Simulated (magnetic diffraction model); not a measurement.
## Moment size from magnetic intensity in CdFe₂Bi₂

Space group Fmmm (no. 69), a = 5.5850 Å, b = 5.7240 Å, c = 12.3190 Å.

```
site  atom    x    y       z
  8i    Bi  1/2    0  0.1376
  4a    Cd    0    0       0
  8f    Fe  3/4  3/4     1/4
```

The compound is invented for this exercise: a known structure type with other elements, its cell scaled to their sizes and not relaxed.

Only Fe is taken to order (form factors of Fe2+); orders and moment sizes are assumed, and not adapted to the symmetry. Radiation: neutrons of λ = 2.0775 Å (absorption by Cd left out), 1.5° to 80°; isotropic B of 0.48 Å² (Bi), 0.58 Å² (Cd) and 0.83 Å² (Fe). Simulated constant-wavelength pattern: nuclear and magnetic terms add, the magnetic one as |2.695 fm × Σ f S⊥ exp(2πi Q·r) exp(−B s²)|², summed over all Q at one angle with the factor 1/(sin²θ cos θ). For a modulated order the moment at position r is S exp(−2πi k·r) + c.c., with S = m/2 for a sine wave of amplitude m and S = m(u + iv)/2 for moments turning in a plane, u and v being orthogonal unit vectors in it; the phase factor of the sum at Q = H + k is then exp(2πi H·r). Free-ion form factors, Sears's scattering lengths of 1992, no absorption; a label names one of the reflections at its angle. The strongest nuclear line in the range is 100, and lines under 0.2 are left out.

In a first state the assumed order is k = (0 1/6 0), a sine wave with moments along [001] (amplitudes given), 1.25 μB on Fe; signs + at (3/4, 3/4, 1/4), + at (3/4, 1/4, 1/4), with this pattern:

```
2θ (°)       index  nuclear  magnetic
  3.47   (0 1/6 0)      0.0      92.8
 19.42     (0 0 2)     74.1       0.0
 31.71     (1 1 1)     15.9       0.0
 38.87  (0 11/6 0)      0.0       0.5
 39.42     (0 0 4)      3.7       0.0
 42.53     (1 1 3)     89.8       0.0
 42.56     (0 2 0)      0.6       0.0
 43.67     (2 0 0)      0.6       0.0
 43.80  (0 11/6 2)      0.0       0.5
 43.83   (2 1/6 0)      0.0       0.7
 46.31  (0 13/6 0)      0.0       0.3
 47.18     (0 2 2)     42.8       0.0
 48.21     (2 0 2)     41.1       0.0
 48.35   (2 1/6 2)      0.0       0.8
 50.66  (0 13/6 2)      0.0       0.4
 59.37     (1 1 5)     17.1       0.0
```
(The table stops after 16 lines; 16 more lie at higher angle.)

**Question.** Nearer the ordering temperature the line at 3.47° has total intensity 46.0 on the same scale, and all moments have shrunk alike. How large is the Fe moment?

The nuclear part, 0.0, stays, so the magnetic part is 46.0 against 92.8. It goes as m², so m = 1.25 × √(46.0/92.8) = 0.88 μB; the value used was 0.88 μB.

[Logs are printed without paths, hosts, clocks, repeated set-up lines and the standing remarks that a program may print on its own settings, such as how far it seeks lower states.]
